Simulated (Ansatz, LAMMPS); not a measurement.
## Aqueous H3O+ and Cl-, 2.6 mol of acid per kg of water at 280 K (207 atoms): support functions against a reference

Aim: test how closely localised support functions follow the reference on aqueous H3O+ and Cl-, 2.6 mol of acid per kg of water at 280 K (207 atoms), and at what cost. A setting counts as converged where the r.m.s. difference of forces stays under 1 % of the r.m.s. force.

Program: Ansatz 0.2.0. Level of theory: Kohn-Sham DFT, PBEsol, PAW (set soft_2), plane waves. Values are calculated unless marked as measured.

### Step 1. Set-up

The cell holds 207 atoms: 67 O, 137 H and 3 Cl. Cell: a = 12.793 Å, b = 12.793 Å, c = 12.793 Å, α = 90.0°, β = 90.0°, γ = 90.0°. 64 H2O, 3 H3O+, 3 Cl- placed at random, at 1.04 g/cm³; overlaps pushed apart, then 10 ps at 420 K with Joung-Cheatham ions (J. Phys. Chem. B 112, 9020 (2008)); MMFF94 bonds, angles, torsions, charges and radii (Halgren, J. Comput. Chem. 17, 490 (1996)) in harmonic and 12-6 forms; SPC/E water (Berendsen, Grigera and Straatsma, J. Phys. Chem. 91, 6269 (1987)). Snapshot after 20 ps at 280 K and fixed volume.

Limits known from the start: The network of contacts between molecules at the start is that of the classical potential that made the cell, and needn't be the one that DFT or experiment would give. The functional has no dispersion term, which matters for the binding between molecules or layers. The density was typed from a rule of thumb and may lie off the real one at this temperature. The Brillouin zone is sampled at Γ only, in a cell whose shortest periodic width is 13 Å.

### Step 2. Making the structure

A classical potential makes the cell, at a small fraction of what the same run would cost in DFT.

This step: classical MD, Joung-Cheatham ions (J. Phys. Chem. B 112, 9020 (2008)); MMFF94 bonds, angles, torsions, charges and radii (Halgren, J. Comput. Chem. 17, 490 (1996)) in harmonic and 12-6 forms; SPC/E water (Berendsen, Grigera and Straatsma, J. Phys. Chem. 91, 6269 (1987)) (LAMMPS 22 Jul 2025 - Update 4).

in.lmp reads:

```
# aqueous H3O+ and Cl-, 2.6 mol of salt per kg of water
units real
atom_style full
boundary p p p
bond_style harmonic
angle_style harmonic
dihedral_style opls
improper_style harmonic
special_bonds lj 0 0 0.5 coul 0 0 0.75
read_data data.lmp
neigh_modify delay 0 every 1 check yes one 4000
comm_modify cutoff 12.0
timestep 0.5
thermo_style custom step time temp pe press density
thermo_modify norm yes
# push overlapping molecules apart
pair_style soft 2.6
pair_coeff * * 0.0
variable a equal ramp(1,60)
fix ad all adapt 1 pair soft a * * v_a
velocity all create 420 785811 mom yes dist gaussian
fix lim all nve/limit 0.03
fix lan all langevin 420 420 50 785812 zero yes
thermo 1000
run 3000 post no
unfix ad
pair_style lj/cut/coul/long 9.0
pair_modify mix arithmetic tail yes
pair_coeff 1 1 0.0763 3.3270   # O
pair_coeff 2 2 0.0100 1.2000   # H
pair_coeff 3 3 0.1553 3.1660   # O
pair_coeff 4 4 0.0000 1.0000   # H
pair_coeff 5 5 0.0128 4.8305   # Cl
kspace_style pppm 1.0e-4
# [... 18 lines left out ...]
compute msd all msd com yes
thermo 5000
fix md all nvt temp 280 280 100
run 20000 post no
print "== T280: mean square displacement over the hold $(c_msd[4]:%.2f) A^2"
unfix md
uncompute msd
write_dump all custom T280.dump id type xs ys zs modify sort id
```

Run with:

```
lmp -in in.lmp -log none -nocite
```

The program printed:

```text
LAMMPS (22 Jul 2025 - Update 4)
Reading data file ...
  orthogonal box = (0 0 0) to (12.79312 12.79312 12.79312)
  207 atoms
  orthogonal box = (0 0 0) to (12.79312 12.79312 12.79312)
  137 bonds
  73 angles
   Step          Time           Temp          PotEng         Press         Density
         0   0              420            0.23224101     9658.7633      1.0440002
      1000   500            378.30367      0.95327675     38006.258      1.0440002
      2000   1000           399.35517      0.70141437     36157.461      1.0440002
      3000   1500           405.89697      0.77869062     45978.636      1.0440002
[... 29 lines left out ...]
Loop time of 13.0739 s on 1 MPI rank(s) for 10000 steps with 207 atoms
   Step          Time           Temp          PotEng         Press         Density
[... 4 lines left out ...]
Loop time of 6.41142 s on 1 MPI rank(s) for 5000 steps with 207 atoms
   Step          Time           Temp          PotEng         Press         Density
[... 2 lines left out ...]
     25000   24000          262.67965     -6.1193014     -2620.5646      1.0440002
     30000   29000          281.5282      -6.043571       383.01178      1.0440002
     35000   34000          292.76241     -6.1324458      69.404181      1.0440002
     37000   36000          253.12466     -6.0961922     -2271.5033      1.0440002
Loop time of 25.1374 s on 1 MPI rank(s) for 20000 steps with 207 atoms
== T280: mean square displacement over the hold 12.55 A^2
```

It took 49 s on 1 thread of Arm Neoverse N1, shared host; peak memory 0.13 GiB.

The input also reads data.lmp (atoms, bonds and types; not printed here).

### Step 3. Plane-wave single point

This run is the reference for what follows, at a cutoff of 420 eV.

input.yaml reads:

```yaml
crystal:
  lattice:
    - [12.79312, 0.0, 0.0]
    - [0.0, 12.79312, 0.0]
    - [0.0, 0.0, 12.79312]
  atoms:
    - { symbol: O, position: [0.58518, 0.2371, 0.66298] }
    - { symbol: H, position: [0.65803, 0.26452, 0.66828] }
    - { symbol: H, position: [0.59661, 0.17051, 0.70312] }
    - { symbol: H, position: [0.59138, 0.20612, 0.5888] }
    - { symbol: O, position: [0.04205, 0.69378, 0.1676] }
    - { symbol: H, position: [0.11762, 0.6825, 0.14889] }
    - { symbol: H, position: [0.0331, 0.76759, 0.15276] }
    - { symbol: H, position: [0.0356, 0.66758, 0.2409] }
    - { symbol: O, position: [0.42042, 0.22173, 0.02499] }
    - { symbol: H, position: [0.40018, 0.19561, 0.09415] }
    - { symbol: H, position: [0.49818, 0.22224, 0.02316] }
    - { symbol: H, position: [0.40987, 0.17041, 0.96843] }
    - { symbol: O, position: [0.48479, 0.52385, 0.18718] }
    - { symbol: H, position: [0.55792, 0.52332, 0.15958] }
    - { symbol: H, position: [0.45998, 0.59768, 0.19381] }
    - { symbol: O, position: [0.6457, 0.85138, 0.70706] }
    - { symbol: H, position: [0.60862, 0.78267, 0.7108] }
    - { symbol: H, position: [0.71531, 0.8416, 0.67287] }
    - { symbol: O, position: [0.80409, 0.72918, 0.45453] }
    - { symbol: H, position: [0.7901, 0.79154, 0.40952] }
    - { symbol: H, position: [0.81437, 0.75222, 0.52851] }
    - { symbol: O, position: [0.0136, 0.17347, 0.79635] }
    - { symbol: H, position: [0.06552, 0.2176, 0.83465] }
    - { symbol: H, position: [0.98429, 0.21396, 0.73625] }
    - { symbol: O, position: [0.63146, 0.9923, 0.11992] }
    - { symbol: H, position: [0.55358, 0.98794, 0.11484] }
    - { symbol: H, position: [0.65285, 0.9898, 0.19507] }
    - { symbol: O, position: [0.29648, 0.0115, 0.39769] }
    - { symbol: H, position: [0.2842, 0.07867, 0.35965] }
    - { symbol: H, position: [0.37327, 0.00088, 0.40771] }
    - { symbol: O, position: [0.13524, 0.01218, 0.7373] }
    - { symbol: H, position: [0.20706, 0.03451, 0.71606] }
    [... 169 atom lines left out ...]
    - { symbol: O, position: [0.34062, 0.74371, 0.66116] }
    - { symbol: H, position: [0.31894, 0.67478, 0.63134] }
    - { symbol: H, position: [0.29464, 0.80009, 0.63256] }
    - { symbol: Cl, position: [0.92584, 0.37218, 0.42161] }
    - { symbol: Cl, position: [0.74916, 0.96186, 0.39215] }
    - { symbol: Cl, position: [0.40951, 0.42435, 0.7907] }
kpoints:
  mp_grid: { grid: [1, 1, 1] }
hamiltonian:
  xc: pbesol
scf:
  occupations: { method: fixed }
output:
  forces: true
  stress: true
  populations: true
  dos:
    method: { smearing: { sigma: 0.15 } }
    de: 0.1
    projected: { site_lists: { Cl: [Cl], H: [H], O: [O] } }
  eigenvalues: true
  write_density: true
  write_potential: true
  volumetric_format: npy
```

Run with:

```
ansatz run input.yaml --threads 8 --pin off --max-ram 15872MiB --backend cpu --events-out ev --progress --plain --runs-dir out
```

The program printed:

```text
Engine: ansatz 0.2.0, aarch64-unknown-linux-gnu
Pseudopotentials: kind: paw
Pseudopotential: O, paw, valence charge 6, recommended cutoff 420 eV (normal), O.paw.azcp
Pseudopotential: H, paw, valence charge 1, recommended cutoff 420 eV (normal), H.paw.azcp
Pseudopotential: Cl, paw, valence charge 7, recommended cutoff 420 eV (normal), Cl.paw.azcp
[... 3 lines on functional and potentials left out ...]
Crystal: 207 atoms, lattice volume = 2093.772 Å³
Basis set: ecut = 420 eV, 40843 PW (Γ), exchange–correlation on 180×180×180 points (8 copies of the dense FFT grid, shifted against one another)
Bands: 487, of which v1, the nominal top of the filled ones, is band 280 counted from 1 (279 counted from 0)
Symmetry: 1 space group operations
Space group: P1 (ITA 1), of the structure as read, at distance tolerance 1.3e-4 Å
k-points: 1
[... 9 lines on functional and potentials left out ...]
Initial density: superposition of atomic densities (neutral atoms: chi_scale 0, normalization atom), corrected by the library's trained network
Initial wavefunctions: pseudopotential atomic-orbital guess
Functional: x = pbesol(κ = 0.804, μ = 0.123457), c = pbesol(β = 0.046)
SCF iter   1: F=—  HF=-42936.382872 eV  |F-HF|=—  |Δ(HF+E_count)|=         —  Δρ=6.03e-3  dr2=6.26e-1  ethr=1.77e-3  ⟨swp⟩=5.0  Hψ=1745  notcnv=0  defer=205
preconditioner: auto → Resta (q_TF=auto, 2.190 Å⁻¹)  ε∞=2.2  [insulator: Δε(μ)=4.024 eV  Ē_g=17.505 eV  n_scr=364 (ndim 8)  ℏωp=19.2 eV  f_vac=0.261  ε∞_Penn≈2.2]
SCF iter   2: F=—  HF=-42936.179541 eV  |F-HF|=—  |Δ(HF+E_count)|=   2.03e-1  Δρ=2.30e-3  dr2=9.40e-2  ethr=1.12e-4  ⟨swp⟩=2.0  Hψ=839  notcnv=0  defer=205
SCF iter   3: F=—  HF=-42936.152028 eV  |F-HF|=—  |Δ(HF+E_count)|=   2.75e-2  Δρ=1.02e-3  dr2=2.51e-2  ethr=1.68e-5  ⟨swp⟩=3.0  Hψ=565  notcnv=0  defer=205
SCF iter   4: F=—  HF=-42936.148786 eV  |F-HF|=—  |Δ(HF+E_count)|=   3.24e-3  Δρ=2.61e-4  dr2=1.39e-3  ethr=4.48e-6  ⟨swp⟩=3.0  Hψ=500  notcnv=0  defer=205
SCF iter   5: F=—  HF=-42936.149083 eV  |F-HF|=—  |Δ(HF+E_count)|=   2.96e-4  Δρ=1.51e-4  dr2=3.86e-4  ethr=2.49e-7  ⟨swp⟩=2.0  Hψ=569  notcnv=0  defer=205
SCF iter   6: F=—  HF=-42936.149126 eV  |F-HF|=—  |Δ(HF+E_count)|=   4.37e-5  Δρ=4.65e-5  dr2=4.29e-5  ethr=6.90e-8  ⟨swp⟩=3.0  Hψ=568  notcnv=0  defer=204
SCF iter   7: F=—  HF=-42936.149502 eV  |F-HF|=—  |Δ(HF+E_count)|=   3.76e-4  Δρ=1.17e-5  dr2=2.50e-6  ethr=7.65e-9  ⟨swp⟩=2.0  Hψ=763  notcnv=0  defer=200
SCF iter   8: F=—  HF=-42936.149506 eV  |F-HF|=—  |Δ(HF+E_count)|=   3.98e-6  Δρ=6.91e-6  dr2=7.63e-7  ethr=4.47e-10  ⟨swp⟩=2.0  Hψ=567  notcnv=0  defer=200
SCF iter   9: F=-42936.149507 eV  HF=-42936.149507 eV  |F-HF|=3.15e-8  |Δ(HF+E_count)|=   2.84e-7  Δρ=1.88e-6  dr2=7.15e-8  ethr=1.79e-11  ⟨swp⟩=20.0  Hψ=4705  notcnv=0
SCF 1 converged in 9 iterations: F = -42936.149507 eV  dr2 = 7.15e-8
  greatest PAW one-centre occupation: 0.903 electrons in one spin orbital (limit 2), on the Cl atom at site 204 (counted from 0), in its partial waves of l = 0
WARN: The input density's exchange-correlation potential varies sharply where the density is thin. Do not read a vacuum level from v_tot or v_xc, or from such a field of the output density. On a cell that repeats whose density bears no net charge and no dipole along the vacuum's axis use v_es (v_loc + v_h of the components); [...]
SCF converged after 9 iterations
Free energy (F): -42936.149507 eV
Harris-Foulkes:  -42936.149507 eV  (|F-HF|=3.15e-8)
Internal energy: -42936.149507 eV  (E = F + TS)
E sigma→0 (E₀):  -42936.149507 eV
Fermi energy:    -1.885754 eV
--- Per-component energies (eV) ---
  E_band       = -5300.970913
  E_kinetic    = 13985.520882
  E_local      = -43733.231693  (includes V_loc(G=0)·N_el)
  E_nonlocal   = 3558.469631
  E_hartree    = 15739.514080
  E_xc         = -6317.786523
  E_vxc        = -8076.758352  (∫ρ·V_xc dr)
  E_paw        = -12239.218159  (= ΣΔE_a)
  E_vpaw       = -2514.023280  (= ΣTr[D̂ρ^β])
  E_aug_tail   = 0.012870  (compensation charges beyond the density's cutoff)
  E_ewald      = -13932.030180
  E_core_change = 2.599586  (= ΣΔE_core)
  E_smearing   = -0.000000  (= −TS)
  E_closure    = -0.000000  (closes the sum)
  Σ components = -42936.149507   (vs F -42936.149507, Δ=0.00e0)
--- Forces (eV/Å), atoms counted from 1 ---
  atom   1  O      0.51107606    -0.30444713    -1.02557957
  atom   2  H      0.23399164     0.42648011     0.82602694
  atom   3  H      0.32252559    -1.08934454     1.25422604
  atom   4  H     -0.30184322     0.35792002    -0.33520294
  atom   5  O      0.96403124    -1.75353575    -0.32980838
  atom   6  H      0.26197807    -0.39874427    -0.90151334
  atom   7  H     -0.29976865     1.85855954     0.33610237
  atom   8  H     -0.77632297     0.36710983     0.86903862
  atom   9  O      0.34380130     1.31579503    -0.62732722
  atom  10  H     -0.13806086    -0.83219849     0.79780951
  atom  11  H      1.59364719     0.13510784     0.33548540
  atom  12  H     -0.67855552    -1.40568255    -0.86206718
  atom  13  O     -0.10117826    -0.26491504     0.62380441
  atom  14  H     -0.45798145     0.23645993    -0.17633721
[...]
atom 206  Cl     0.12234212    -0.09228003    -0.27577868
  atom 207  Cl    -0.67715739    -0.02172500    -0.47586423
  max |Σ_I F_I| component: 4.93e-5 eV/Å
--- Stress (GPa, compression-positive) ---
       -2.354934       0.106272      -0.083985
        0.106272      -2.422935      -0.096324
       -0.083985      -0.096324      -2.599683
  P = ⅓ Tr σ = -2.4592 GPa (-24.592 kbar)
--- Band table (eV) ---
  k-point 0: bands = ["-24.2258", "-23.9116", "-23.7855", "-22.1781", [... 471 levels ...], "10.9338", "10.9417", "10.9745", "11.0082", "11.0549", "11.0929", "11.1327", "11.1698", "11.1871", "11.2121", "11.2577", "11.2720"]
--- Löwdin populations: 207 sites ---
  site symbol       q [e]
     0      O      6.4783
     1      H      0.5701
     2      H      0.5782
[...]
206     Cl      7.5187
  spilling = 0.010687 (of n_electrons = 560.000000)
```

It took 39 s on 8 threads of Arm Neoverse N1, shared host; peak memory 3 GiB; 4.9 min of CPU time.

The program notes that the exchange-correlation potential is rough where the density is thin.

The run gave:

| Item | Value |
| --- | --- |
| free energy | -42936.1495 eV |
| free energy per atom | -207.4210 eV/atom |
| SCF cycles | 9 |
| pressure | -2.459 GPa |
| r.m.s. force component | 0.492 eV/Å |
| longest force | 2.028 eV/Å |
| Fermi energy | -1.886 eV |
| gap (highest filled to lowest empty level) | 3.816 eV |
| spilling of the projection | 0.01069 |

Neighbours are counted within 1.21 Å (H-O).

Length of the force by element and coordination:

```csv
element,coordination,atoms,mean length of the force (eV/Å),spread,least,most
Cl,all,3,0.556,0.210,0.316,0.828
H,all,137,0.847,0.326,0.151,1.91
O,all,67,0.669,0.311,0.130,2.03
O,2,64,0.626,0.236,0.130,1.46
O,3,3,1.57,0.348,1.19,2.03
```

Löwdin charges by element and coordination (they lack the spilled electrons, 0.029 e an atom on average):

```csv
element,coordination,atoms,mean charge (e),spread,least,most
Cl,all,3,-0.514,0.014,-0.528,-0.495
H,all,137,0.389,0.0168,0.354,0.439
O,all,67,-0.683,0.0497,-0.748,-0.478
O,2,64,-0.693,0.0248,-0.748,-0.625
O,3,3,-0.483,0.0045,-0.489,-0.478
```

States in the cell by windows of 1 eV, zero at the Fermi level; the larger projections on atomic orbitals stand beside the total:

```csv
from (eV),to (eV),total,O p,H s
-14,-13,6.0,0.0,0.3
-13,-10,0.0,0.0,0.0
-10,-9,3.9,2.8,1.0
-9,-8,14.7,10.4,3.9
-8,-7,52.9,36.1,15.6
-7,-6,66.7,46.3,19.2
-6,-5,4.7,3.6,0.8
-5,-4,30.8,24.0,3.0
-4,-3,49.4,39.6,3.8
-3,-2,51.2,43.8,2.0
-2,-1,95.2,79.6,0.7
-1,0,49.2,47.7,0.2
0,1,1.4,1.4,0.0
1,3,0.0,0.0,0.0
3,4,1.8,0.1,1.2
4,5,2.7,0.2,1.6
```

With fixed occupations the program's Fermi level is the highest filled level; weight inside the gap is the broadening of levels at its edges.

Between -23 and -14 eV lie 134 more states.

The levels nearest the highest filled one (over half full), pooled over k-points and spins:

```csv
level less the highest filled one (eV),occupation
-0.437,2
-0.392,2
-0.364,2
-0.307,2
-0.219,2
0,2
3.82,0
4.84,0
5.03,0
5.09,0
5.26,0
5.29,0
```

Valence density in the ac plane at fractional y = 0.001, with atoms of O and H within 0.2 Å of it. It is the smooth field of the valence electrons, not physical close to the nuclei.

Values in e/Å³, 13 rows by 16 columns, each cell a mean:
```
1.2 0.1 0.0 0.2 0.1 0.0 0.0 0.0 0.0 0.0 0.1 1.6 2.0 0.2 0.6 2.0
0.1 0.0 0.1 0.1 0.0 0.0 0.2 0.6 0.1 0.0 0.1 0.4 0.5 0.1 0.0 0.1
0.0 0.5 1.5 0.3 0.0 0.0 0.1 0.1 0.0 0.1 0.4 0.2 0.0 0.0 0.0 0.0
0.0 1.2 3.8 0.7 0.1 0.0 0.0 0.0 0.0 0.1 0.7 0.3 0.0 0.0 0.0 0.0
0.1 0.1 0.2 0.1 0.0 0.1 0.1 0.2 1.1 0.5 0.1 0.0 0.0 0.0 0.1 0.3
0.9 0.0 0.0 0.0 0.0 0.0 0.0 0.6 4.3 1.7 0.1 0.0 0.0 0.0 0.8 4.0
0.3 0.0 0.0 0.0 0.2 0.2 0.1 0.1 0.5 0.5 0.1 0.2 0.2 0.1 0.7 1.2
0.0 0.0 0.0 0.2 3.1 3.0 0.6 0.2 0.6 0.5 0.2 1.0 1.4 0.3 0.1 0.0
0.0 0.0 0.0 0.1 0.8 0.7 0.1 0.3 1.4 0.9 0.2 0.5 0.7 0.2 0.0 0.0
0.0 0.0 0.0 0.0 0.1 0.0 0.1 0.1 0.1 0.1 0.1 0.1 0.0 0.0 0.0 0.0
0.0 0.0 0.0 0.0 0.0 0.3 1.0 0.7 0.1 0.6 1.8 0.3 0.0 0.0 0.0 0.0
0.1 0.1 0.0 0.0 0.0 0.3 0.9 0.6 0.3 1.8 3.9 0.5 0.0 0.0 0.0 0.0
1.0 0.1 0.0 0.2 0.1 0.0 0.0 0.0 0.0 0.1 0.2 0.4 0.2 0.0 0.2 1.3
```
Columns run along a (12.8 Å), rows up along c (12.8 Å). Atoms in or near the plane, at fractional coordinates: O at (0.63, 0.12), H at (0.55, 0.11), H at (0.65, 0.20), O at (0.30, 0.40), H at (0.37, 0.41), O at (0.14, 0.74), O at (0.53, 0.58), H at (0.56, 0.50), H at (0.45, 0.87), H at (0.64, 0.73), O at (0.96, 0.55), H at (0.90, 0.50), H at (0.35, 0.14), H at (0.90, 0.97) and more.

Electrostatic potential energy in the ac plane at fractional y = 0.001, with atoms of O and H within 0.2 Å of it. With pseudopotentials it is smooth inside the atoms' cores, unlike the true potential.

Ten even steps from '0' (-38 eV) to '9' (5 eV), each cell a mean:
```
2799999988999999999999999962379880130
7999999999999999989999999961169997787
9999999999999998328999999998899999999
9999999999999999448999999999999999999
9999878999999999999999999999999999999
9997101789999999999999953799999999999
9997201578999999999999942799999999999
9999878889999999999999988999999999999
9999999999999889998658999999999999999
6999999999999989994002899999999999633
3999999999999999995003899999999998200
8999999999999999999700889999999870133
9999999999989989999866899998889985689
9999999998202316999988899862148999999
9999999997000447998564278840027999999
9999999999767999997343378986578999999
9999999999999999999888899999999999999
9999999999999999999999998899999999999
9999999999999999889999972589999899999
9999999999998566589988730499999999999
9999999999996134389833100399999999999
9989999999998788899844301699999999999
8999999988999999999999988888999999998
3899999867999999999999999856999997742
```
Columns run along a (12.8 Å; values clipped at the 3rd and 97th percentile), rows up along c (12.8 Å). Atoms in or near the plane, at fractional coordinates: O at (0.63, 0.12), H at (0.55, 0.11), H at (0.65, 0.20), O at (0.30, 0.40), H at (0.37, 0.41), O at (0.14, 0.74), O at (0.53, 0.58), H at (0.56, 0.50), H at (0.45, 0.87), H at (0.64, 0.73), O at (0.96, 0.55), H at (0.90, 0.50), H at (0.35, 0.14), H at (0.90, 0.97) and more.

Mean Löwdin charges: Cl -0.51, H +0.39, O -0.68 e (they miss 1.1 % of the electrons, so they add up to more than the cell's charge). The largest share in the top eV of filled states is O p (98 % of the projected weight), and in the lowest eV of empty states H s (69 % of the projected weight).

(Part 1 of 2 ends here.)

[Long decimals in the printed logs are rounded to 6 places.]

[Logs are printed without paths, hosts, clocks, repeated set-up lines and the standing remarks that a program may print on its own settings, such as how far it seeks lower states.]

[Hosts, paths, dates, database ids (printed as entryN), source tags and the programs' standing remarks are cut or masked in the printed files.]

[The MMFF94 radii named for the starting cell were scaled by 0.96; in molecules described by MMFF94, hydrogen bound to N, O or S took a small fixed 12-6 site in their place.]
